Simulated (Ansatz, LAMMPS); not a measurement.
# Amorphous 86HfO2-14SiO2 (mol %) (84 atoms): geometry optimisation, part 2 of 4

Wanted: the relaxed structure of amorphous 86HfO2-14SiO2 (mol %) (84 atoms) and its electronic structure.

Ansatz 0.2.0; Kohn-Sham DFT, PBE, PAW (set soft_2), plane waves.

The cell: 24 Hf, 4 Si and 56 O. The quench rate of 50 K/ps far exceeds what a furnace or splat quench reaches. The network of bonds at the start is that of the classical potential that made the cell. Only the Γ point is sampled in the main run, in a cell whose shortest periodic width is 11 Å. No spin–orbit coupling is included.

So far. Step 3 (Single point at the start): Neighbours are counted within 2.82 Å (O-Hf), 2.12 Å (O-Si).

## 4. Cell and atoms relaxed

The cell is relaxed with the atoms, since the starting lattice needn't suit this functional.

Contents of input.yaml:

```yaml
crystal:
  lattice:
    - [10.5321, 0.0, 0.0]
    - [0.0, 10.5321, 0.0]
    - [0.0, 0.0, 10.5321]
  atoms:
    [... the 84 atom lines of step 3 ...]
kpoints:
  mp_grid: { grid: [1, 1, 1] }
hamiltonian:
  xc: pbe
scf:
  occupations: { method: fermi_dirac, width: 0.025 }
output:
  forces: true
relax:
  f_tol: 0.04
  max_steps: 250
  cell: {}
```

On the command line:

```sh
$ ansatz run input.yaml --threads 4 --pin off --max-ram 8192MiB --backend cpu --events-out ev --progress --plain --runs-dir out
```

What it wrote:

```text
[...]
Crystal: 84 atoms, lattice volume = 1168.275 Å³
Basis set: ecut = 420 eV, 22887 PW (Γ), exchange–correlation on 144×144×144 points (8 copies of the dense FFT grid, shifted against one another)
Bands: 586, of which v1, the nominal top of the filled ones, is band 488 counted from 1 (487 counted from 0)
Symmetry: 1 space group operations
[...]
k-points: 1
[...]
SCF iter   1: F=—  HF=-411757.795010 eV  |F-HF|=—  |Δ(HF+E_count)|=         —  Δρ=4.17e-3  dr2=1.96e-1  ethr=1.77e-3  ⟨swp⟩=6.0  Hψ=2084  notcnv=0  defer=67
[...]
SCF iter  11: F=-411757.780449 eV  HF=-411757.780449 eV  |F-HF|=2.77e-8  |Δ(HF+E_count)|=   1.01e-7  Δρ=2.29e-6  dr2=5.81e-8  ethr=1.02e-11  ⟨swp⟩=4.0  Hψ=1881  notcnv=0
SCF 1 converged in 11 iterations: F = -411757.780449 eV  dr2 = 5.81e-8
[...]
relax step   1: F+E_penalty+E_count = -411757.78044899 eV  Δ(F+E_penalty+E_count) = +0.000e0 eV  max|allowed force component| = 2.638e0 eV/Å  Δτ_max = 0.0000 Å  P = -7.159 GPa  Ω = 1168.275 Å³  (11 SCF iters, dr2 threshold 1.00e-7 eV, accepted)
[... from here on, the SCF cycles and remarks between the steps are left out ...]
relax step   2: F+E_penalty+E_count = -411760.69643532 eV  Δ(F+E_penalty+E_count) = -2.916e0 eV  max|allowed force component| = 1.284e0 eV/Å  Δτ_max = 0.1685 Å  P = +4.029 GPa  Ω = 1082.560 Å³  energy of the carried Pulay correction = +3.443e-1 eV  (9 SCF iters, dr2 threshold 8.40e-6 eV, accepted)
relax step   3: F+E_penalty+E_count = -411761.64661138 eV  Δ(F+E_penalty+E_count) = -9.502e-1 eV  max|allowed force component| = 8.926e-1 eV/Å  Δτ_max = 0.1110 Å  P = +0.993 GPa  Ω = 1103.043 Å³  energy of the carried Pulay correction = +2.597e-1 eV  (8 SCF iters, dr2 threshold 8.40e-6 eV, accepted)
relax step   4: F+E_penalty+E_count = -411762.29273518 eV  Δ(F+E_penalty+E_count) = -6.461e-1 eV  max|allowed force component| = 3.559e-1 eV/Å  Δτ_max = 0.2000 Å  P = +0.150 GPa  Ω = 1103.449 Å³  energy of the carried Pulay correction = +2.580e-1 eV  (8 SCF iters, dr2 threshold 8.40e-6 eV, accepted)
relax step   5: F+E_penalty+E_count = -411762.64149433 eV  Δ(F+E_penalty+E_count) = -3.488e-1 eV  max|allowed force component| = 6.620e-1 eV/Å  Δτ_max = 0.2000 Å  P = +0.077 GPa  Ω = 1098.020 Å³  energy of the carried Pulay correction = +2.803e-1 eV  (8 SCF iters, dr2 threshold 7.92e-6 eV, accepted)
relax step   6: F+E_penalty+E_count = -411762.81577122 eV  Δ(F+E_penalty+E_count) = -1.743e-1 eV  max|allowed force component| = 5.507e-1 eV/Å  Δτ_max = 0.2000 Å  P = -0.057 GPa  Ω = 1093.815 Å³  energy of the carried Pulay correction = +2.976e-1 eV  (8 SCF iters, dr2 threshold 8.40e-6 eV, accepted)
relax step   7: F+E_penalty+E_count = -411762.98667453 eV  Δ(F+E_penalty+E_count) = -1.709e-1 eV  max|allowed force component| = 4.996e-1 eV/Å  Δτ_max = 0.1927 Å  P = -0.058 GPa  Ω = 1089.663 Å³  energy of the carried Pulay correction = +3.148e-1 eV  (7 SCF iters, dr2 threshold 8.40e-6 eV, accepted)
relax step   8: F+E_penalty+E_count = -411763.19806325 eV  Δ(F+E_penalty+E_count) = -2.114e-1 eV  max|allowed force component| = 4.970e-1 eV/Å  Δτ_max = 0.1984 Å  P = -0.066 GPa  Ω = 1087.284 Å³  energy of the carried Pulay correction = +3.247e-1 eV  (7 SCF iters, dr2 threshold 8.40e-6 eV, accepted)
relax step   9: F+E_penalty+E_count = -411763.43251469 eV  Δ(F+E_penalty+E_count) = -2.345e-1 eV  max|allowed force component| = 3.320e-1 eV/Å  Δτ_max = 0.2000 Å  P = +0.017 GPa  Ω = 1085.331 Å³  energy of the carried Pulay correction = +3.328e-1 eV  (7 SCF iters, dr2 threshold 8.40e-6 eV, accepted)
relax step  10: F+E_penalty+E_count = -411763.58501582 eV  Δ(F+E_penalty+E_count) = -1.525e-1 eV  max|allowed force component| = 1.061e-1 eV/Å  Δτ_max = 0.2000 Å  P = +0.066 GPa  Ω = 1083.486 Å³  energy of the carried Pulay correction = +3.405e-1 eV  (8 SCF iters, dr2 threshold 6.89e-6 eV, accepted)
relax step  11: F+E_penalty+E_count = -411763.59236995 eV  Δ(F+E_penalty+E_count) = -7.354e-3 eV  max|allowed force component| = 8.513e-2 eV/Å  Δτ_max = 0.0396 Å  P = -0.041 GPa  Ω = 1083.807 Å³  energy of the carried Pulay correction = +3.391e-1 eV  (7 SCF iters, dr2 threshold 7.04e-7 eV, accepted)
relax step  12: F+E_penalty+E_count = -411763.59727739 eV  Δ(F+E_penalty+E_count) = -4.907e-3 eV  max|allowed force component| = 4.050e-2 eV/Å  Δτ_max = 0.0344 Å  P = +0.018 GPa  Ω = 1083.221 Å³  energy of the carried Pulay correction = +3.416e-1 eV  (7 SCF iters, dr2 threshold 4.53e-7 eV, accepted)
relax step  13: F+E_penalty+E_count = -411763.59618287 eV  Δ(F+E_penalty+E_count) = +1.095e-3 eV  max|allowed force component| = 2.762e-2 eV/Å  Δτ_max = 0.0363 Å  P = -0.007 GPa  Ω = 1083.625 Å³  energy of the carried Pulay correction = +3.399e-1 eV  (8 SCF iters, dr2 threshold 1.03e-7 eV, accepted)
relax step  14: F+E_penalty+E_count = -411763.40134366 eV  Δ(F+E_penalty+E_count) = +1.948e-1 eV  max|allowed force component| = 2.799e-2 eV/Å  Δτ_max = 0.0000 Å  P = -0.358 GPa  Ω = 1083.625 Å³  stress off target by 4.84e-1 GPa  SCF on the basis re-selected at this cell (its energy is not comparable with the rows above)  (8 SCF iters)
relax step  15: F+E_penalty+E_count = -411763.42302061 eV  Δ(F+E_penalty+E_count) = -2.168e-2 eV  max|allowed force component| = 4.816e-2 eV/Å  Δτ_max = 0.0516 Å  P = -0.050 GPa  Ω = 1079.849 Å³  energy of the carried Pulay correction = +1.597e-2 eV  (8 SCF iters, dr2 threshold 5.85e-7 eV, accepted)
relax step  16: F+E_penalty+E_count = -411763.42373564 eV  Δ(F+E_penalty+E_count) = -7.150e-4 eV  max|allowed force component| = 4.234e-2 eV/Å  Δτ_max = 0.0193 Å  P = -0.015 GPa  Ω = 1079.948 Å³  energy of the carried Pulay correction = +1.559e-2 eV  (7 SCF iters, dr2 threshold 1.45e-7 eV, accepted)
relax step  17: F+E_penalty+E_count = -411763.42500133 eV  Δ(F+E_penalty+E_count) = -1.266e-3 eV  max|allowed force component| = 7.753e-3 eV/Å  Δτ_max = 0.0064 Å  P = -0.005 GPa  Ω = 1079.766 Å³  energy of the carried Pulay correction = +1.634e-2 eV  (7 SCF iters, dr2 threshold 1.12e-7 eV, accepted)
relax step  18: F+E_penalty+E_count = -411763.40749420 eV  Δ(F+E_penalty+E_count) = +1.751e-2 eV  max|allowed force component| = 7.540e-3 eV/Å  Δτ_max = 0.0000 Å  P = -0.022 GPa  Ω = 1079.766 Å³  stress off target by 3.74e-2 GPa  SCF on the basis re-selected at this cell (its energy is not comparable with the rows above)  (6 SCF iters)
[...]
SCF converged after 6 iterations
Free energy (F): -411763.407494 eV
[...]
Internal energy: -411763.407494 eV  (E = F + TS)
E sigma→0 (E₀):  -411763.407494 eV
Fermi energy:    12.856740 eV
[...]
--- Forces (eV/Å), atoms counted from 1 ---
  atom   1  Hf     0.00392566     0.00292626     0.00286002
  atom   2  Hf    -0.00052388    -0.00197199     0.00007539
  atom   3  Hf     0.00025546    -0.00180898    -0.00099811
  atom   4  Hf    -0.00085805    -0.00071261    -0.00021040
  atom   5  Hf    -0.00267433    -0.00027939    -0.00004757
  atom   6  Hf    -0.00077815    -0.00068428     0.00139021
  atom   7  Hf    -0.00012824     0.00002300     0.00045361
  atom   8  Hf    -0.00262668    -0.00150436    -0.00253147
  atom   9  Hf    -0.00211357     0.00230894     0.00145796
  atom  10  Hf    -0.00754008     0.00099764     0.00063397
  atom  11  Hf    -0.00571624     0.00035216     0.00231598
  atom  12  Hf     0.00070685    -0.00166939    -0.00071866
  atom  13  Hf    -0.00100829     0.00296984     0.00181436
  atom  14  Hf    -0.00407666     0.00059793    -0.00213035
[...]
atom  83  O      0.00060422    -0.00030608    -0.00103522
  atom  84  O      0.00106429    -0.00152847     0.00055143
  max |Σ_I F_I| component: 7.85e-6 eV/Å
--- Stress (GPa, compression-positive) ---
       -0.021528      -0.013154      -0.002921
       -0.013153      -0.011827      -0.006542
       -0.002921      -0.006542      -0.031451
  P = ⅓ Tr σ = -0.0216 GPa (-0.216 kbar)
--- Relaxed structure (16 steps of the walk, 16 accepted, 2 SCFs on fresh bases) ---
  F+E_penalty+E_count = -411763.40749420 eV   max|allowed force component| = 7.540e-3 eV/Å   (the final SCF, on the basis selected at the relaxed cell)
  cell:  # Å, volume = 1079.7663 Å³
    - [10.313353, -0.326515, 0.087725]
    - [-0.326515, 10.345552, -0.102192]
    - [0.087725, -0.102192, 10.131725]
  atoms:
    - { symbol: Hf, position: [0.749821, 0.237173, 0.572795] }
    - { symbol: Hf, position: [0.971256, 0.991497, 0.398555] }
    - { symbol: Hf, position: [0.930540, 0.874525, 0.088263] }
    - { symbol: Hf, position: [0.587779, 0.911078, 0.054739] }
[...]
- { symbol: O, position: [0.905960, 0.037116, 0.215351] }
```

Elapsed: 3.7 min, on 4 threads of Intel Xeon at 2.60GHz (Ice Lake), shared host; peak memory 2 GiB.

Step by step:

| step | energy less that of the first step (eV) | largest force component (eV/Å) | pressure (GPa) | volume (Å³) |
| --- | --- | --- | --- | --- |
| 1 | 0.0000 | 2.6381 | -7.16 | 1168.27 |
| 2 | -2.9160 | 1.2840 | 4.03 | 1082.56 |
| 3 | -3.8662 | 0.8926 | 0.99 | 1103.04 |
| 4 | -4.5123 | 0.3559 | 0.15 | 1103.45 |
| 5 | -4.8610 | 0.6620 | 0.08 | 1098.02 |
| 6 | -5.0353 | 0.5507 | -0.06 | 1093.81 |
| 7 | -5.2062 | 0.4996 | -0.06 | 1089.66 |
| 8 | -5.4176 | 0.4970 | -0.07 | 1087.28 |
| 9 | -5.6521 | 0.3320 | 0.02 | 1085.33 |
| 10 | -5.8046 | 0.1061 | 0.07 | 1083.49 |
| 11 | -5.8119 | 0.0851 | -0.04 | 1083.81 |
| 12 | -5.8168 | 0.0405 | 0.02 | 1083.22 |
| 13 | -5.8157 | 0.0276 | -0.01 | 1083.63 |
| 14* | -5.6209 | 0.0280 | -0.36 | 1083.63 |
| 15 | -5.6426 | 0.0482 | -0.05 | 1079.85 |
| 16 | -5.6433 | 0.0423 | -0.02 | 1079.95 |
| 17 | -5.6446 | 0.0078 | 0.00 | 1079.77 |
| 18* | -5.6270 | 0.0075 | -0.02 | 1079.77 |

Relaxation steps marked * repeat the geometry before them on a plane-wave basis chosen anew for their cell, so energy and pressure can jump there.

| cell as run | before | after | change |
| --- | --- | --- | --- |
| a (Å) | 10.532 | 10.319 | -2.0 % |
| b (Å) | 10.532 | 10.351 | -1.7 % |
| c (Å) | 10.532 | 10.133 | -3.8 % |
| α (°) | 90.00 | 91.16 | +1.3 % |
| β (°) | 90.00 | 89.00 | -1.1 % |
| γ (°) | 90.00 | 93.63 | +4.0 % |
| volume (Å³/atom) | 13.91 | 12.85 | -7.6 % |

The atoms that moved most (Å, as changes of fractional coordinates times the final cell):

| atom | dx | dy | dz | length |
| --- | --- | --- | --- | --- |
| O46 | -0.916 | 0.346 | 0.518 | 1.108 |
| O29 | 0.024 | 0.063 | 0.664 | 0.668 |
| O57 | 0.509 | 0.168 | 0.298 | 0.613 |
| Hf17 | 0.456 | 0.340 | -0.018 | 0.569 |
| O34 | -0.136 | -0.240 | -0.482 | 0.555 |
| Hf9 | -0.173 | 0.485 | 0.048 | 0.517 |
| O47 | 0.445 | 0.127 | 0.206 | 0.507 |
| O52 | -0.158 | 0.470 | -0.066 | 0.500 |

The relaxation changed the energy by -67.0 meV/atom, and atoms moved by 0.32 Å r.m.s., 1.1 Å at most.

## 5. Distances and neighbours after relaxation

Bonds before and after, by the cutoffs listed below:

| pair | bonds before | bonds after | mean before (Å) | mean after (Å) | spread before (Å) | spread after (Å) |
| --- | --- | --- | --- | --- | --- | --- |
| O-Hf | 141 | 150 | 2.148 | 2.142 | 0.066 | 0.117 |
| O-Si | 16 | 16 | 1.623 | 1.645 | 0.054 | 0.029 |

Density 8.14 g/cm³, 12.85 Å³ an atom.

g(r), total and by pair (bins of 0.2 Å):

| r (Å) | total | O-O | O-Hf | O-Si | Hf-Hf | Hf-Si | Si-Si |
| --- | --- | --- | --- | --- | --- | --- | --- |
| 1.50 | 0.05 | 0.00 | 0.00 | 0.78 | 0.00 | 0.00 | 0.00 |
| 1.70 | 0.67 | 0.00 | 0.00 | 10.55 | 0.00 | 0.00 | 0.00 |
| 1.90 | 0.25 | 0.00 | 0.67 | 0.00 | 0.00 | 0.00 | 0.00 |
| 2.10 | 2.90 | 0.00 | 7.61 | 0.00 | 0.00 | 0.00 | 0.00 |
| 2.30 | 0.78 | 0.00 | 2.04 | 0.00 | 0.00 | 0.00 | 0.00 |
| 2.50 | 0.49 | 0.99 | 0.15 | 0.00 | 0.00 | 0.00 | 0.00 |
| 2.70 | 1.21 | 2.65 | 0.05 | 0.00 | 0.00 | 0.58 | 0.00 |
| 2.90 | 1.19 | 2.44 | 0.15 | 0.45 | 0.00 | 0.53 | 0.00 |
| 3.10 | 0.91 | 1.62 | 0.10 | 0.20 | 1.39 | 0.47 | 5.50 |
| 3.30 | 0.94 | 1.26 | 0.26 | 1.40 | 1.65 | 2.00 | 0.00 |
| 3.50 | 0.93 | 0.81 | 0.58 | 0.95 | 1.95 | 4.73 | 0.00 |
| 3.70 | 0.84 | 0.24 | 1.02 | 1.57 | 2.83 | 0.65 | 0.00 |
| 3.90 | 1.04 | 0.50 | 1.40 | 1.00 | 2.54 | 0.00 | 3.40 |
| 4.10 | 1.17 | 1.23 | 1.07 | 1.58 | 1.26 | 0.00 | 3.15 |
| 4.30 | 1.00 | 0.79 | 1.29 | 1.75 | 0.17 | 1.21 | 2.81 |
| 4.50 | 0.89 | 0.62 | 1.28 | 1.42 | 0.43 | 0.22 | 0.00 |
| 4.70 | 1.06 | 0.74 | 1.67 | 0.60 | 0.40 | 0.61 | 2.35 |
| 4.90 | 1.00 | 0.99 | 1.18 | 0.57 | 0.38 | 1.68 | 0.00 |

Bonds by pair of elements; cutoffs follow the first minimum of g(r), held within bounds set by covalent radii, and pairs that aren't listed don't count as bonded:

| pair A-B | cutoff (Å) | bonds | mean length (Å) | spread (Å) | shortest (Å) | B about A | A about B |
| --- | --- | --- | --- | --- | --- | --- | --- |
| O-Hf | 2.82 | 150 | 2.14 | 0.117 | 1.93 | 2.68 | 6.25 |
| O-Si | 2.08 | 16 | 1.65 | 0.029 | 1.59 | 0.286 | 4 |

How many atoms have how many bonded neighbours:

| element | mean | 2 | 3 | 4 | 5 | 6 | 7 | 8 |
| --- | --- | --- | --- | --- | --- | --- | --- | --- |
| Hf | 6.25 | 0 | 0 | 0 | 2 | 15 | 6 | 1 |
| O | 2.96 | 8 | 42 | 6 | 0 | 0 | 0 | 0 |
| Si | 4 | 0 | 0 | 4 | 0 | 0 | 0 | 0 |

Bond angles (no mean is given where the spread exceeds 20°):

| angle | count | mean (°) | spread (°) |
| --- | --- | --- | --- |
| O-Hf-O | 399 | - | - |
| Hf-O-Hf | 144 | 115 | 17.9 |
| Hf-O-Si | 25 | 123 | 17.2 |
| O-Si-O | 24 | 109 | 6.4 |
| Si-O-Si | 1 | 147 | 0 |

Bond length by coordination (bonds to H left out):

| element | coordination | atoms | mean bond length (Å) |
| --- | --- | --- | --- |
| Hf | 5 | 2 | 2.07 |
| Hf | 6 | 15 | 2.12 |
| Hf | 7 | 6 | 2.19 |
| Hf | 8 | 1 | 2.26 |
| O | 2 | 8 | 1.85 |
| O | 3 | 42 | 2.10 |
| O | 4 | 6 | 2.23 |

First main peaks of g(r), for some of the pairs, lie near 2.8 Å (O-O), 2.1 Å (O-Hf), 1.6 Å (O-Si), 3.7 Å (Hf-Hf) and 3.5 Å (Hf-Si). Counting bonds as in the table, 62 % of Hf atoms have 6, 75 % of O atoms have 3 and all Si atoms have 4 bonded neighbours.

[end of part 2 of 4]

[Long decimals in the printed logs are rounded to 6 places.]

[Logs are printed without paths, hosts, clocks, repeated set-up lines and the standing remarks that a program may print on its own settings, such as how far it seeks lower states.]

[Hosts, paths, dates, database ids (printed as entryN), source tags and the programs' standing remarks are cut or masked in the printed files.]

[A walk said to have stopped at its limit may instead have ended on an SCF cycle that didn't converge.]
